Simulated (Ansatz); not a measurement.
# ZnS (Wurtzite-2H, P6_3mc): modes against uniaxial strain along c, part 2 of 3

Wanted: the shifts of the zone-centre modes of ZnS (Wurtzite-2H, P6_3mc) with strain.

Ansatz 0.2.0; DFT LDA, scalar-relativistic, plane waves, PAW; PAW set soft_1.

So far: Starting point; Relaxation.

The database entry behind the starting cell differs from later determinations by our own check (about 0.4 % short), so it need not match the best structure at ambient conditions.

### Step 3. Tight relaxation

A first tight relaxation and response on 9×9×6 k points, not shown, drew a warning on the mesh, so the tight relaxation is repeated on 12×12×8 points.

File input.yaml:

```yaml
crystal:
  lattice:
    - [3.7381579103, 0.0, 0.0]
    - [-1.8690789551, 3.2373397137, 0.0]
    - [0.0, 0.0, 6.142845047]
  atoms:
    - { symbol: S, position: [0.3333333333, 0.6666666667, 0.3794072714] }
    - { symbol: S, position: [0.6666666667, 0.3333333333, 0.8794072714] }
    - { symbol: Zn, position: [0.3333333333, 0.6666666667, 0.0055927286] }
    - { symbol: Zn, position: [0.6666666667, 0.3333333333, 0.5055927286] }
kpoints:
  mp_grid: { grid: [12, 12, 8] }
hamiltonian:
  xc: lda
  pseudopotentials: { kind: paw, azcp: { folder: soft_1 }, xc_functional: pbe }
scf:
  occupations: { method: fixed }
output:
  forces: true
  stress: true
  eigenvalues: true
relax:
  adjacent_minimum: "off"
  f_tol: 0.001
  max_steps: 60
  cell: { stress_tol: 0.01 }
```

On the command line:

```console
$ ansatz run input.yaml --threads 4 --pin off --max-ram 16384MiB --backend cpu --events-out ev --progress --plain --runs-dir out
```

Numbers of over 12 decimals in the logs are rounded to 6 here.

What it wrote:

```text
[...]
Crystal: 4 atoms, lattice volume = 74.339 Å³
Basis set: ecut = 420 eV, 1449 PW (Γ)
Bands: 22, of which v1, the nominal top of the filled ones, is band 18 counted from 1 (17 counted from 0)
Symmetry: 12 space group operations
[...]
k-points: 95 of 1152 (time reversal used)
[...]
cell:  # Å, volume = 74.3388 Å³
    - [3.738158, -2.8867433601979286e-11, 0.0]
    - [-1.869079, 3.237340, 0.0]
    - [0.0, 0.0, 6.142845047]
  atoms:
    - { symbol: S, position: [0.333333, 0.666667, 0.379407] }
    - { symbol: S, position: [0.666667, 0.333333, 0.8794072714] }
    - { symbol: Zn, position: [0.333333, 0.666667, 0.00559273] }
    - { symbol: Zn, position: [0.666667, 0.333333, 0.5055927286] }
[key lines of the parts left out:]
SCF converged after 8 iterations
Free energy (F): -8234.872514 eV
Fermi energy:    6.314157 eV
P = ⅓ Tr σ = -0.0028 GPa (-0.028 kbar)
```

Wall time 11 s (4 threads of Arm Neoverse V2, shared host); peak memory 0.47 GiB.

Little changed from the start: no atom moved by 0.005 Å and no cell edge by 0.1 %.

Numbers from this step:

```
pressure : -0.002847 GPa
```

The largest force component left is 0.24 meV/Å and the pressure is -0.003 GPa, within the tolerances set. The cell now holds 18.58 Å³/atom.

### Step 4. Modes at rest

The modes at rest are the reference of the series, and the response to a field gives the dielectric tensor and the Born charges.

Edit input.yaml of step 3 so:

```diff
@@ -18,9 +18,6 @@
 output:
-  forces: true
-  stress: true
   eigenvalues: true
-relax:
-  adjacent_minimum: "off"
-  f_tol: 0.001
-  max_steps: 60
-  cell: { stress_tol: 0.01 }
+phonons:
+  method: dfpt
+  dielectric: true
+  rigid_motions: translations
```

What it wrote:

```text
[...]
Crystal: 4 atoms, lattice volume = 74.339 Å³
Basis set: ecut = 420 eV, 1449 PW (Γ), exchange–correlation on 50×50×96 points (8 copies of the dense FFT grid, shifted against one another)
Bands: 22, of which v1, the nominal top of the filled ones, is band 18 counted from 1 (17 counted from 0)
Symmetry: 12 space group operations
k-points: 320 of 1152 (irreducible under 2 space group operations, time reversal used)
[...]
SCF iter   1: F=—  HF=-8235.082232 eV  |F-HF|=—  |Δ(HF+E_count)|=         —  Δρ=3.82e-2  dr2=6.78e-1  ethr=3.10e-3  ⟨swp⟩=5.0  Hψ=34841  notcnv=0  defer=612
[...]
SCF iter  10: F=-8234.872515 eV  HF=-8234.872515 eV  |F-HF|=1.09e-11  |Δ(HF+E_count)|=  4.64e-10  Δρ=3.33e-7  dr2=6.68e-11  ethr=1.00e-12  ⟨swp⟩=8.5  Hψ=58960  notcnv=0
SCF 1 converged in 10 iterations: F = -8234.872515 eV  dr2 = 6.68e-11
[...]
DFPT response loops at Γ: preconditioner auto → Resta (q_TF=auto, 2.418 Å⁻¹)  ε∞=5.2 (no band partly filled); β = 1.00, the filter's whole step (`scf.mixing.beta` (0.50) is not read by the response loops at its default; to damp them type it under 1.00, their step now; it binds the ground state too); Broyden in place of MSR1
── the response to a field inside a basis, on 12×12×8 k-points: an SCF that follows is theirs, and a resumed run solves both again ──
Bands: 19, of which v1, the nominal top of the filled ones, is band 18 counted from 1 (17 counted from 0)
k-points: 168 of 1152 (irreducible under 4 space group operations, time reversal used)
[...]
Eigensolver: Dense (168 Hₖ)
SCF iter   1: F=—  HF=-8234.869767 eV  |F-HF|=—  |Δ(HF+E_count)|=         —  Δρ=1.42e-4  dr2=2.27e-6  ethr=1.00e-1
[...]
SCF iter   4: F=-8234.869768 eV  HF=-8234.869768 eV  |F-HF|=1.44e-8  |Δ(HF+E_count)|=   1.98e-7  Δρ=5.36e-6  dr2=5.01e-9  ethr=2.72e-10
SCF 1 converged in 4 iterations: F = -8234.869768 eV  dr2 = 5.01e-9
[...]
SCF converged after 10 iterations
Free energy (F): -8234.872515 eV
[...]
Internal energy: -8234.872515 eV  (E = F + TS)
E sigma→0 (E₀):  -8234.872515 eV
Fermi energy:    6.314156 eV
[...]
--- Band table (eV; the first three rows and the last of 320) ---
  k-point 0: bands = [... 14 lower, 5.3240, 6.2107, 6.3142, 6.3142, 8.5001, 9.3041, 12.4038, 12.4038]
  k-point 1: bands = [... 14 lower, 5.3583, 5.8276, 6.2723, 6.2723, 8.8359, 9.3443, 12.4267, 12.4267]
  k-point 2: bands = [... 14 lower, 5.4571, 5.4571, 6.1553, 6.1553, 9.4329, 9.4611, 12.3546, 12.5049]
  k-point 319: bands = [... 14 lower, 3.4891, 3.4891, 4.6831, 4.6831, 10.6358, 10.6358, 12.5182, 12.5182]
--- Phonons (Γ-DFPT): 4 representative perturbations + reference, on 320 of 1152 k-points (Σ response iterations 12) ---
  k mesh reduced under 2 symmetry operations, with k and −k counted as one. Each operation leaves every solved perturbation unchanged. A smaller set is not considered because the run solves the response to a homogeneous field
  ASR residual: 2.318e-4 → 0.000e0 eV/Å²; symmetrization residual: 1.386e-5 eV/Å²
  ASR residual per site (eV/Å²): 1.26e-4 1.26e-4 2.32e-4 2.32e-4
  Γ frequencies (cm⁻¹): 0.00 0.00 0.00 70.57 70.57 199.81 289.37 293.46 293.46 299.12 299.12 348.89
  ε∞ (high-frequency dielectric tensor):
        6.059317    -0.000000     0.000000
       -0.000000     6.059317     0.000000
        0.000000     0.000000     6.191777
  ε⁰ (static dielectric tensor: ions relaxed, cell fixed):
        8.458309    -0.000000     0.000000
       -0.000000     8.458309    -0.000000
        0.000000    -0.000000     8.957164
  ε⁰ − ε∞ (ionic part):
        2.398993     0.000000    -0.000000
        0.000000     2.398993    -0.000000
       -0.000000    -0.000000     2.765387
  softest optical mode at Γ: 70.57 cm⁻¹; the repairs (sum rule, projections) moved no ω² at Γ by more than (1.57 cm⁻¹)²
  Born effective charges Z* (e; rows j = field, columns β = displacement):
    site 0:
        -1.83221   -0.00000   -0.00000
        -0.00000   -1.83221    0.00000
        -0.00000    0.00000   -1.93976
    site 1:
        -1.83221   -0.00000   -0.00000
        -0.00000   -1.83221   -0.00000
        -0.00000   -0.00000   -1.93976
    site 2:
         1.83221    0.00000    0.00000
         0.00000    1.83221    0.00000
         0.00000    0.00000    1.93976
    site 3:
         1.83221    0.00000    0.00000
         0.00000    1.83221   -0.00000
         0.00000   -0.00000    1.93976
  Z* charge neutrality: 2.992e-4 e pre-enforcement
  solved inside a basis spanned on kpoints, on 12×12×8 k-points, its susceptibility summed on 16×16×8: ε∞ is read to err by 2.0e-2, Z* by 1.3e-2 e (field_mesh: kpoints solves on kpoints); Z* is corrected for what the basis lacks
  optical modes at Γ without the LO–TO term, one row a degenerate level:
      ω (cm⁻¹)  modes    IR ((D/Å)²/amu)
         70.57      2             0.0000
        199.81      1             0.0000
        289.37      1             8.0708
        293.46      2            14.4014
        299.12      2             0.0000
        348.89      1             0.0000
  optical modes at Γ + LO–TO along q̂ = [1.0000, 0.0000, 0.0000]:
      ω (cm⁻¹)  modes    IR ((D/Å)²/amu)
         70.57      2             0.0000
        199.81      1             0.0000
        289.37      1             8.0708
        293.46      1             7.2007
        299.12      2             0.0000
        346.72      1             7.2007
        348.89      1             0.0000
  optical modes at Γ + LO–TO along q̂ = [0.0000, 1.0000, 0.0000]:
      ω (cm⁻¹)  modes    IR ((D/Å)²/amu)
         70.57      2             0.0000
        199.81      1             0.0000
        289.37      1             8.0708
        293.46      1             7.2007
        299.12      2             0.0000
        346.72      1             7.2007
        348.89      1             0.0000
  optical modes at Γ + LO–TO along q̂ = [0.0000, 0.0000, 1.0000]:
      ω (cm⁻¹)  modes    IR ((D/Å)²/amu)
         70.57      2             0.0000
        199.81      1             0.0000
        293.46      2            14.4014
        299.12      2             0.0000
        348.04      1             8.0708
        348.89      1             0.0000
```

The job ended after 2.6 min (4 threads; peak memory 2.4 GiB; 10 min of CPU time).

In the SCF lines HF is the Harris–Foulkes energy and dr2 the Hartree energy of the density residual, in eV; the loop may stop once dr2 is under the threshold and the program's other checks hold. Hψ counts applications of the Hamiltonian.

This step gave:

| Quantity | Value |
| --- | --- |
| sum-rule residual before enforcement | 2.32e-4 eV/Å² |
| miss of the charge sum rule | 2.99e-4 e |
| estimated error of the dielectric tensor | 0.02007 |
| estimated error of the Born charges | 0.01325 e |
| point group | 6mm |
| highest optical mode at the zone centre (no LO-TO term) | 348.9 cm⁻¹ |
| lowest optical zone-centre mode | 70.57 cm⁻¹ |
| mean high-frequency dielectric constant | 6.103 |
| largest Born charge (third of the trace) | -1.868 e |
| mean static dielectric constant | 8.625 |
| top of the zone-centre spectrum with the field | 348.9 cm⁻¹ |

Without the LO-TO term. Patterns of degenerate modes are one choice out of their space. Modes at Γ, with each element's share of the kinetic energy:

```tsv
mode	frequency (cm⁻¹)	symmetry	S %	Zn %
1	0.0	acoustic	33	67
2	0.0	acoustic	33	67
3	0.0	acoustic	33	67
4	70.6	E2	26	74
5	70.6	E2	26	74
6	199.8	B1	4	96
7	289.4	A1	67	33
8	293.5	E1	67	33
9	293.5	E1	67	33
10	299.1	E2	74	26
11	299.1	E2	74	26
12	348.9	B1	96	4
```

Displacements in mode 4 (70.6 cm⁻¹), the largest set to 1:
```
S1  -0.02 -0.84  0.00
S2   0.02  0.84  0.00
Zn3  0.02  1.00  0.00
Zn4 -0.02 -1.00  0.00
```

Displacements in mode 6 (199.8 cm⁻¹), the largest set to 1:
```
S1   0.00  0.00  0.28
S2   0.00  0.00 -0.28
Zn3  0.00  0.00  1.00
Zn4  0.00  0.00 -1.00
```

Optical modes at the zone centre, without and with the macroscopic field of the longitudinal modes; each column is sorted by frequency, so a row need not hold one and the same mode. Modes with and without the field, by row:

```tsv
rank among optical modes	no field (cm⁻¹)	q along (1, 0, 0) (cm⁻¹)	q along (0, 0, 1) (cm⁻¹)
1	70.6	70.6	70.6
2	70.6	70.6	70.6
3	199.8	199.8	199.8
4	289.4	289.4	293.5
5	293.5	293.5	293.5
6	293.5	299.1	299.1
7	299.1	299.1	299.1
8	299.1	346.7	348
9	348.9	348.9	348.9
```

Born charge (rows field, columns displacement) (e), principal values of the symmetric part by kind of site:

```tsv
atom	atoms with these values	low	middle	high	mean
S1	2	-1.94	-1.83	-1.83	-1.87
Zn3	2	1.83	1.83	1.94	1.87
```

In full for Zn3:

```
1.83 0.00 0.00
0.00 1.83 0.00
0.00 0.00 1.94
```

High-frequency dielectric tensor:

```
6.06 0.00 0.00
0.00 6.06 0.00
0.00 0.00 6.19
```

Static dielectric tensor (ions relaxed, fixed cell):

```
8.46 0.00 0.00
0.00 8.46 0.00
0.00 0.00 8.96
```

Transverse modes. Infrared lines, with heights relative to the strongest:

```tsv
position (cm⁻¹)	label	relative intensity
71	E2	0.0
200	B1	0.0
289	A1	56
294	E1	100
299	E2	0.0
349	B1	0.0
```

Before it was imposed, the acoustic sum rule was missed by 2.3e-4 eV/Å² and the charge sum rule by 3.0e-4 e. Small misses are needed for a sound result but don't prove that mesh and cutoff are converged. The lowest optical mode is real, 70.6 cm⁻¹.

### Step 5. Relaxation of a member: uniaxial strain of +4 % along c

The cell takes a uniaxial strain of +4 % along c. The strained length and the angles are held, while the rest of the cell and the atoms relax.

input.yaml, the sections that differ from step 4:

```yaml
crystal:
  lattice:
    - [3.7116182767, 0.0, 0.0]
    - [-1.8558091384, 3.2143557168, 0.0]
    - [0.0, 0.0, 6.388558849]
  atoms:
    - { symbol: S, position: [0.333333334, 0.666666666, 0.3763091216] }
    - { symbol: S, position: [0.666666666, 0.333333334, 0.8763091216] }
    - { symbol: Zn, position: [0.333333333, 0.666666667, 0.0086908784] }
    - { symbol: Zn, position: [0.666666667, 0.333333333, 0.5086908784] }
output:
  forces: true
  stress: true
  eigenvalues: true
relax:
  adjacent_minimum: "off"
  f_tol: 0.001
  max_steps: 60
  cell: { stress_tol: 0.01, fix: [c, angles] }
# kpoints, hamiltonian, scf: as in step 4
# phonons: removed
```

What it wrote:

```text
[...]
--- Relaxed structure (4 steps of the walk, 4 accepted, 1 SCFs on fresh bases) ---
[...]
cell:  # Å, volume = 75.8894 Å³
    - [3.703598, 2.8805201090608095e-11, 0]
    - [-1.851799, 3.207410, 0]
    - [0, 0, 6.388558849]
  atoms:
    - { symbol: S, position: [0.333333, 0.666667, 0.375468] }
    - { symbol: S, position: [0.666667, 0.333333, 0.875468] }
    - { symbol: Zn, position: [0.333333, 0.666667, 0.00953195] }
    - { symbol: Zn, position: [0.666667, 0.333333, 0.509532] }
[key lines of the parts left out:]
SCF converged after 7 iterations
Free energy (F): -8234.822081 eV
Fermi energy:    6.124472 eV
P = ⅓ Tr σ = -1.8210 GPa (-18.210 kbar)
```

Elapsed: 51 s, on 4 threads; peak memory 0.65 GiB.

Step by step:

```tsv
step	energy less that of the first step (eV)	largest force component (eV/Å)	pressure (GPa)	volume (Å³)
1	0.0000	0.0428	-2.10	76.22
2	-0.0006	0.0317	-1.91	76.01
3	-0.0009	0.0069	-1.79	75.87
4	-0.0009	0.0000	-1.82	75.89
5*	-0.0007	0.0000	-1.82	75.89
```

Relaxation steps marked * repeat the geometry before them on a plane-wave basis chosen anew for their cell, so energy and pressure can jump there.

```tsv
conventional cell, symmetrised	before	after	change
a (Å)	3.712	3.704	-0.2 %
b (Å)	3.712	3.704	-0.2 %
c (Å)	6.389	6.389	+0.0 %
volume (Å³/atom)	19.05	18.97	-0.4 %
```

Final coordinates:

```xyz
4
Lattice="3.7036 0.0000 0.0000 -1.8518 3.2074 0.0000 0.0000 0.0000 6.3886" Properties=species:S:1:pos:R:3 pbc="T T T"
S     0.0000    2.1383    2.3987
S     1.8518    1.0691    5.5930
Zn    0.0000    2.1383    0.0609
Zn    1.8518    1.0691    3.2552
```

Numbers from this step:

```
pressure          : -1.821 GPa
gap on the k-mesh : 1.884 eV
volume per atom   : 18.97 Å³
```

The largest force component left is 0.014 meV/Å.

(Continued in part 3 of 3.)

[Logs are printed without paths, hosts, clocks, repeated set-up lines and the standing remarks that a program may print on its own settings, such as how far it seeks lower states.]

[Hosts, paths, dates, database ids (printed as entryN), source tags and the programs' standing remarks are cut or masked in the printed files.]
